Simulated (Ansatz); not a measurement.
**NaBe (hypothetical, Pm-3m): phonons against volume**

Aim: how the vibrations of NaBe (hypothetical) shift with volume, and the expansion that follows. The crystal structure is hypothetical: it was made by swapping elements on a known structure type.

Method: DFT PBEsol, scalar-relativistic, plane waves, PAW, in Ansatz 0.2.0.

### 1. Starting point

Symmetry: Pm-3m, No. 221, cubic system. Conventional cell: a = 3.251 Å, b = 3.251 Å, c = 3.251 Å, α = 90.00°, β = 90.00°, γ = 90.00°. Nearest to Be lie 8 Na at 2.82 Å. Nearest to Na lie 8 Be at 2.82 Å. Farther neighbours are not listed.

As a file:

```cif
data_structure
_symmetry_space_group_name_H-M 'P 1'
_symmetry_Int_Tables_number 1
_cell_length_a 3.2506
_cell_length_b 3.2506
_cell_length_c 3.2506
_cell_angle_alpha 90.000
_cell_angle_beta 90.000
_cell_angle_gamma 90.000
_cell_volume 34.35
loop_
_atom_site_label
_atom_site_type_symbol
_atom_site_fract_x
_atom_site_fract_y
_atom_site_fract_z
_atom_site_occupancy
Be1 Be 0.50000 0.50000 0.50000 1
Na2 Na 0.00000 0.00000 0.00000 1
```

### 2. A first coarse run

A cheap single point shows whether the cell is a metal or an insulator and how far it is from rest; that sets the k-mesh and the occupations of what follows.

Input file input.yaml:

```yaml
crystal:
  lattice:
    - [3.25061, 0.0, 0.0]
    - [0.0, 3.25061, 0.0]
    - [0.0, 0.0, 3.25061]
  atoms:
    - { symbol: Be, position: [0.5, 0.5, 0.5] }
    - { symbol: Na, position: [0.0, 0.0, 0.0] }
kpoints:
  mp_grid: { grid: [6, 6, 6] }
hamiltonian:
  xc: pbesol
scf:
  occupations: { method: gaussian, width: 0.1 }
output:
  forces: true
  stress: true
  eigenvalues: true
```

The run is started by

```
ansatz run input.yaml --threads 4 --pin off --max-ram 8192MiB --backend cpu --events-out ev --progress --plain --runs-dir out
```

Numbers of over 12 decimals in the logs are rounded to 6 here.

Output:

```text
Engine: ansatz 0.2.0, x86_64-unknown-linux-gnu
Pseudopotentials: kind: paw
Pseudopotential: Be, paw, valence charge 2, recommended cutoff 420 eV (normal), Be.paw.azcp
Pseudopotential: Na, paw, valence charge 9, recommended cutoff 420 eV (normal), Na.paw.azcp
Functional definition: PBEsol
  exchange = pbesol_x
  correlation = pbesol_c
Crystal: 2 atoms, lattice volume = 34.347 Å³
Basis set: ecut = 420 eV, 691 PW (Γ), exchange–correlation on 48×48×48 points (8 copies of the dense FFT grid, shifted against one another)
Bands: 10, of which v1, the nominal top of the filled ones, is band 6 counted from 1 (5 counted from 0)
Symmetry: 48 space group operations
Space group: Pm-3m (ITA 221), of the structure as read, at distance tolerance 3.3e-5 Å
k-points: 20 of 216
Non-local potential: Be, projectors of the file, l = 0: 2, l = 1: 2, l = 2: 1
Non-local potential: Na, projectors of the file, l = 0: 3, l = 1: 2, l = 2: 1
PAW form: soft (Blöchl's): semilocal exchange-correlation on the pseudo side does not see the compensation charge
PAW frozen core: Be, regenerated for the run's functional, and the local potential with it (the file was generated under x = pbe(κ = 0.804, μ = 0.219515), c = pbe(β = 0.066725))
PAW frozen core: Na, regenerated for the run's functional, and the local potential with it (the file was generated under x = pbe(κ = 0.804, μ = 0.219515), c = pbe(β = 0.066725))
PAW one-centre angular grid: Be, 110 points (default); XC on 64 Gauss nodes
PAW one-centre angular grid: Na, 110 points (default); XC on 64 Gauss nodes
Initial density: superposition of atomic densities (neutral atoms: chi_scale 0, normalization atom), corrected by the library's trained network
Initial wavefunctions: pseudopotential atomic-orbital guess
Functional: x = pbesol(κ = 0.804, μ = 0.123457), c = pbesol(β = 0.046)
SCF iter   1: F=—  HF=-1564.207265 eV  |F-HF|=—  |Δ(HF+E_count)|=         —  Δρ=2.58e-3  dr2=1.26e-3  ethr=1.77e-3  ⟨swp⟩=5.5  Hψ=1285  notcnv=0
preconditioner: auto → none  [metal: Δε(μ)=0.168 eV  Ē_g=7.988 eV  σ=0.100 eV  W_gap=0.50  n_scr=6 (ndim 8)  ℏωp=11.0 eV  f_vac=0.000  D(μ)=1.29/eV (n_scr^D=6)  sad-step TF]
SCF iter   2: F=—  HF=-1564.206223 eV  |F-HF|=—  |Δ(HF+E_count)|=   1.04e-3  Δρ=9.24e-4  dr2=2.54e-4  ethr=1.14e-5  ⟨swp⟩=2.0  Hψ=457  notcnv=0
SCF iter   3: F=—  HF=-1564.206119 eV  |F-HF|=—  |Δ(HF+E_count)|=   1.05e-4  Δρ=1.97e-4  dr2=6.27e-6  ethr=2.31e-6  ⟨swp⟩=2.2  Hψ=299  notcnv=0
SCF iter   4: F=—  HF=-1564.206044 eV  |F-HF|=—  |Δ(HF+E_count)|=   7.53e-5  Δρ=4.42e-5  dr2=4.72e-7  ethr=5.70e-8  ⟨swp⟩=2.0  Hψ=276  notcnv=0
iter 5 did not close the SCF: its close was put off for the readings that it lacked (scf_convergence_deferred on its scf_iter line)
SCF iter   5: F=-1564.206043 eV  HF=-1564.206043 eV  |F-HF|=1.67e-9  |Δ(HF+E_count)|=   1.38e-7  Δρ=3.04e-6  dr2=1.84e-9  ethr=4.29e-9  ⟨swp⟩=2.0  Hψ=284  notcnv=0
SCF iter   6: F=-1564.206043 eV  HF=-1564.206043 eV  |F-HF|=8.87e-12  |Δ(HF+E_count)|=   2.33e-9  Δρ=3.01e-7  dr2=2.23e-11  ethr=1.67e-11  ⟨swp⟩=2.5  Hψ=686  notcnv=0
SCF 1 converged in 6 iterations: F = -1564.206043 eV  dr2 = 2.23e-11
  greatest PAW one-centre occupation: 0.999 electrons in one spin orbital (limit 2), on the Na atom at site 1 (counted from 0), in its partial waves of l = 0
SCF converged after 6 iterations
Free energy (F): -1564.206043 eV
Harris-Foulkes:  -1564.206043 eV  (|F-HF|=8.87e-12)
Internal energy: -1564.199635 eV  (E = F + TS)
E sigma→0 (E₀):  -1564.202839 eV
Entropy (-TS):   -0.006409 eV (-3.204 meV/atom)
Fermi energy:    3.867863 eV
--- Per-component energies (eV) ---
  E_band       = -206.446763
  E_kinetic    = 136.390406
  E_local      = -1359.114779  (includes V_loc(G=0)·N_el)
  E_nonlocal   = 121.751650
  E_hartree    = 500.878675
  E_xc         = -55.613721
  E_vxc        = -67.424074  (∫ρ·V_xc dr)
  E_paw        = -310.440632  (= ΣΔE_a)
  E_vpaw       = -39.807480  (= ΣTr[D̂ρ^β])
  E_aug_tail   = -0.000031  (compensation charges beyond the density's cutoff)
  E_ewald      = -598.115429
  E_core_change = 0.064225  (= ΣΔE_core)
  E_smearing   = -0.006409  (= −TS)
  E_closure    = 0.000000  (closes the sum)
  Σ components = -1564.206043   (vs F -1564.206043, Δ=0.00e0)
--- Forces (eV/Å), atoms counted from 1 ---
  atom   1  Be     0.00000000     0.00000000    -0.00000000
  atom   2  Na    -0.00000000    -0.00000000    -0.00000000
  max |Σ_I F_I| component: 3.00e-31 eV/Å
--- Stress (GPa, compression-positive) ---
        3.166915       0.000000       0.000000
        0.000000       3.166915       0.000000
       -0.000000       0.000000       3.166915
  P = ⅓ Tr σ = 3.1669 GPa (31.669 kbar)
--- Band table (eV; the first three rows and the last of 20) ---
  k-point 0: bands = ["-47.3231", "-19.3947", "-19.3947", "-19.3947", "-2.1181", "8.5593", "8.5593", "8.5593", "11.2192", "11.2192"]
  k-point 1: bands = ["-47.3219", "-19.4183", "-19.3925", "-19.3925", "-1.7554", "6.2725", "8.7601", "8.7601", "11.6128", "13.4484"]
  k-point 2: bands = ["-47.3194", "-19.4653", "-19.3880", "-19.3880", "-0.6974", "3.4710", "9.2359", "9.2359", "12.7927", "15.3652"]
  k-point 19: bands = ["-47.3089", "-19.4591", "-19.4591", "-19.4591", "4.9265", "4.9265", "4.9265", "6.4771", "9.5870", "9.5870"]
```

Run time: 0.26 s. Hardware: 4 threads of Intel Xeon Platinum 8488C (Sapphire Rapids), shared host; peak memory 0.32 GiB.

The column dr2 measures how far the density is from self-consistency, as an energy; F and HF (Harris–Foulkes) agree once it is small.

Numbers from this step:

* pressure: 3.167 GPa
* volume per atom: 17.17 Å³
* gap on the k-mesh: 0 eV

The start is under 3.2 GPa at this level and looks like a metal on this mesh.

### 3. Finding the static equilibrium

Phonons are second derivatives about a minimum, so cell and atoms are relaxed first, inside the symmetry of the start.

input.yaml, the sections that differ from step 2:

```yaml
kpoints:
  mp_grid: { grid: [14, 14, 14] }
relax:
  adjacent_minimum: "off"
  f_tol: 0.005
  max_steps: 80
  cell: { stress_tol: 0.05 }
# crystal, hamiltonian, scf, output: as in step 2
```

Output:

```text
[...]
Crystal: 2 atoms, lattice volume = 34.347 Å³
Basis set: ecut = 420 eV, 691 PW (Γ), exchange–correlation on 48×48×48 points (8 copies of the dense FFT grid, shifted against one another)
Bands: 10, of which v1, the nominal top of the filled ones, is band 6 counted from 1 (5 counted from 0)
Symmetry: 48 space group operations
[...]
k-points: 120 of 2744
[...]
SCF iter   1: F=—  HF=-1564.250112 eV  |F-HF|=—  |Δ(HF+E_count)|=         —  Δρ=2.49e-3  dr2=1.13e-3  ethr=1.77e-3  ⟨swp⟩=5.3  Hψ=7808  notcnv=0
[...]
SCF iter   6: F=-1564.248973 eV  HF=-1564.248973 eV  |F-HF|=3.87e-12  |Δ(HF+E_count)|=   1.30e-8  Δρ=2.70e-7  dr2=9.44e-12  ethr=2.05e-10  ⟨swp⟩=3.4  Hψ=4203  notcnv=0
SCF 1 converged in 6 iterations: F = -1564.248973 eV  dr2 = 9.44e-12
[...]
relax step   1: F+E_penalty+E_count = -1564.24897259 eV  Δ(F+E_penalty+E_count) = +0.000e0 eV  max|allowed force component| = 3.143e-31 eV/Å  Δτ_max = 0.0000 Å  P = +2.954 GPa  Ω = 34.347 Å³  (6 SCF iters, dr2 threshold 1.00e-7 eV, accepted)
Crystal: 2 atoms, lattice volume = 37.794 Å³
Basis set: ecut = 420 eV, 739 PW (Γ), exchange–correlation on 48×48×48 points (8 copies of the dense FFT grid, shifted against one another)
[...]
iter 1 solved again at ethr=1.70e-5 eV; its pass at ethr=3.10e-3 eV (dr2=1.87e-3 eV) is discarded
[...]
SCF iter   5: F=-1564.277529 eV  HF=-1564.277529 eV  |F-HF|=7.69e-10  |Δ(HF+E_count)|=   1.09e-8  Δρ=1.88e-6  dr2=4.79e-10  ethr=1.82e-9  ⟨swp⟩=4.9  Hψ=5238  notcnv=0
SCF 2 converged in 5 iterations: F = -1564.277529 eV  dr2 = 4.79e-10
relax step   2: F+E_penalty+E_count = -1564.27752893 eV  Δ(F+E_penalty+E_count) = -2.856e-2 eV  max|allowed force component| = 8.217e-31 eV/Å  Δτ_max = 0.0000 Å  P = -0.048 GPa  Ω = 37.794 Å³  energy of the carried Pulay correction = -2.115e-4 eV  (5 SCF iters, dr2 threshold 2.00e-7 eV, accepted)
[...]
SCF iter   5: F=-1564.277780 eV  HF=-1564.277780 eV  |F-HF|=4.50e-11  |Δ(HF+E_count)|=  2.16e-10  Δρ=3.09e-7  dr2=1.82e-11  ethr=1.00e-12  ⟨swp⟩=3.9  Hψ=4990  notcnv=0
SCF 3 converged in 5 iterations: F = -1564.277780 eV  dr2 = 1.82e-11
relax step   3: F+E_penalty+E_count = -1564.27778001 eV  Δ(F+E_penalty+E_count) = -2.511e-4 eV  max|allowed force component| = 2.712e-31 eV/Å  Δτ_max = 0.0000 Å  P = -0.042 GPa  Ω = 37.794 Å³  stress off target by 4.17e-2 GPa  SCF on the basis re-selected at this cell (its energy is not comparable with the rows above)  (5 SCF iters)
basis re-selected at this cell: Δ(F+E_penalty+E_count) = -2.511e-4 eV, ΔP = +0.007 GPa vs the last step (what re-selecting the basis moved, of the pressure what is left beyond the Pulay correction that the steps carried, after the strain that the cell walked since its last selection, with what the two solves' SCF thresholds leave and, on support functions, any second-order correction that the steps lacked; it is no m [...]
SCF converged after 5 iterations
Free energy (F): -1564.277780 eV
[...]
Internal energy: -1564.272983 eV  (E = F + TS)
E sigma→0 (E₀):  -1564.275382 eV
Entropy (-TS):   -0.004797 eV (-2.398 meV/atom)
Fermi energy:    3.261266 eV
[...]
--- Stress (GPa, compression-positive) ---
       -0.041653       0.000000       0.000000
        0.000000      -0.041653       0.000000
        0.000000       0.000000      -0.041653
  P = ⅓ Tr σ = -0.0417 GPa (-0.417 kbar)
--- Band table (eV; the first three rows and the last of 120) ---
[...]
--- Relaxed structure (2 steps of the walk, 2 accepted, 1 SCFs on fresh bases) ---
  F+E_penalty+E_count = -1564.27778001 eV   max|allowed force component| = 2.712e-31 eV/Å   (the final SCF, on the basis selected at the relaxed cell)
  cell:  # Å, volume = 37.7939 Å³
    - [3.355886, 0, 0]
    - [0, 3.355886, 0]
    - [0, 0, 3.355886]
  atoms:
    - { symbol: Be, position: [0.500000, 0.500000, 0.500000] }
    - { symbol: Na, position: [0, 0, 0] }
```

Wall time 1.6 s (4 threads); peak memory 0.41 GiB; 5.4 s of CPU time.

Step by step:

| step | energy less that of the first step (eV) | largest force component (eV/Å) | pressure (GPa) | volume (Å³) |
| --- | --- | --- | --- | --- |
| 1 | 0.0000 | 0.0000 | 2.95 | 34.35 |
| 2 | -0.0286 | 0.0000 | -0.05 | 37.79 |
| 3* | -0.0288 | 0.0000 | -0.04 | 37.79 |

Relaxation steps marked * repeat the geometry before them on a plane-wave basis chosen anew for their cell, so energy and pressure can jump there.

Forces are held to the 48 operations that the run works with; a distortion that breaks them can't arise in this run.

| conventional cell, symmetrised | before | after | change |
| --- | --- | --- | --- |
| a (Å) | 3.251 | 3.356 | +3.2 % |
| b (Å) | 3.251 | 3.356 | +3.2 % |
| c (Å) | 3.251 | 3.356 | +3.2 % |
| volume (Å³/atom) | 17.17 | 18.90 | +10.0 % |

Final coordinates:

```
Be Na
1.0
     3.35589    0.00000    0.00000
     0.00000    3.35589    0.00000
     0.00000    0.00000    3.35589
Be Na
1 1
Direct
  0.50000 0.50000 0.50000
  0.00000 0.00000 0.00000
```

This step gave:

```
pressure        : -0.04165 GPa
volume per atom : 18.90 Å³
```

The relaxation ends with a pressure of -0.04 GPa.

### 4. A second relaxation

The relaxation is run once more from where the first one ended, as the script does after a large change of volume or of the gap, with mesh and occupations reviewed.

input.yaml, the sections that differ from step 3:

```yaml
crystal:
  lattice:
    - [3.3558860613, 0.0, 0.0]
    - [0.0, 3.3558860613, 0.0]
    - [0.0, 0.0, 3.3558860613]
  atoms:
    - { symbol: Be, position: [0.5, 0.5, 0.5] }
    - { symbol: Na, position: [0.0, 0.0, 0.0] }
kpoints:
  mp_grid: { grid: [12, 12, 12] }
# hamiltonian, scf, output, relax: as in step 3
```

Output:

```text
[...]
Crystal: 2 atoms, lattice volume = 37.794 Å³
Basis set: ecut = 420 eV, 739 PW (Γ), exchange–correlation on 48×48×48 points (8 copies of the dense FFT grid, shifted against one another)
Bands: 10, of which v1, the nominal top of the filled ones, is band 6 counted from 1 (5 counted from 0)
Symmetry: 48 space group operations
[...]
k-points: 84 of 1728
[...]
P = ⅓ Tr σ = -0.0275 GPa (-0.275 kbar)
--- Band table (eV; the first three rows and the last of 84) ---
[...]
--- Relaxed structure (1 steps of the walk, 1 accepted, 1 SCFs on fresh bases) ---
[...]
cell:  # Å, volume = 37.7939 Å³
    - [3.3558860613, 0.0, 0.0]
    - [0.0, 3.3558860613, 0.0]
    - [0.0, 0.0, 3.3558860613]
  atoms:
    - { symbol: Be, position: [0.500000, 0.500000, 0.500000] }
    - { symbol: Na, position: [0.0, 0.0, 0.0] }
[key lines of the parts left out:]
SCF converged after 3 iterations
Free energy (F): -1564.274962 eV
Fermi energy:    3.253601 eV
```

Run time: 0.89 s. Hardware: 4 threads; peak memory 0.39 GiB.

Little changed from the start: no atom moved by 0.005 Å and no cell edge by 0.1 %.

This step gave:

```
pressure : -0.02747 GPa
```

### 5. Relaxing to small residual forces and stress

The thresholds are tightened for a last relaxation ahead of the phonons, and where mesh or smearing change with them the cell follows.

input.yaml, the sections that differ from step 4:

```yaml
scf:
  occupations: { method: methfessel_paxton, width: 0.15 }
relax:
  adjacent_minimum: "off"
  f_tol: 0.001
  max_steps: 60
  cell: { stress_tol: 0.01 }
# crystal, kpoints, hamiltonian, output: as in step 4
```

Output:

```text
[...]
Crystal: 2 atoms, lattice volume = 37.794 Å³
Basis set: ecut = 420 eV, 739 PW (Γ), exchange–correlation on 48×48×48 points (8 copies of the dense FFT grid, shifted against one another)
Bands: 10, of which v1, the nominal top of the filled ones, is band 6 counted from 1 (5 counted from 0)
Symmetry: 48 space group operations
[...]
k-points: 84 of 1728
[...]
0.000000      -0.000000      -0.001563
  P = ⅓ Tr σ = -0.0016 GPa (-0.016 kbar)
--- Band table (eV; the first three rows and the last of 84) ---
[...]
--- Relaxed structure (2 steps of the walk, 2 accepted, 1 SCFs on fresh bases) ---
[...]
cell:  # Å, volume = 37.7463 Å³
    - [3.354476, 0.0, 0]
    - [0.0, 3.354476, 0]
    - [0, 0, 3.354476]
  atoms:
    - { symbol: Be, position: [0.500000, 0.500000, 0.500000] }
    - { symbol: Na, position: [0, 0, 0] }
[key lines of the parts left out:]
SCF converged after 4 iterations
Free energy (F): -1564.272694 eV
Fermi energy:    3.260883 eV
```

Run time: 1.2 s. Hardware: 4 threads; peak memory 0.39 GiB; 3.8 s of CPU time.

Little changed from the start: no atom moved by 0.005 Å and no cell edge by 0.1 %.

This step gave:

```
pressure        : -0.001563 GPa
volume per atom : 18.87 Å³
```

The residual pressure is -0.0016 GPa, small enough for phonons.

(Part 1 of 3 ends here.)

[Logs are printed without paths, hosts, clocks, repeated set-up lines and the standing remarks that a program may print on its own settings, such as how far it seeks lower states.]

[Hosts, paths, dates, database ids (printed as entryN), source tags and the programs' standing remarks are cut or masked in the printed files.]

[A step with changed settings may run another functional than the one named; its input shows which.]

[Of the runs on displaced cells, only some may be shown.]
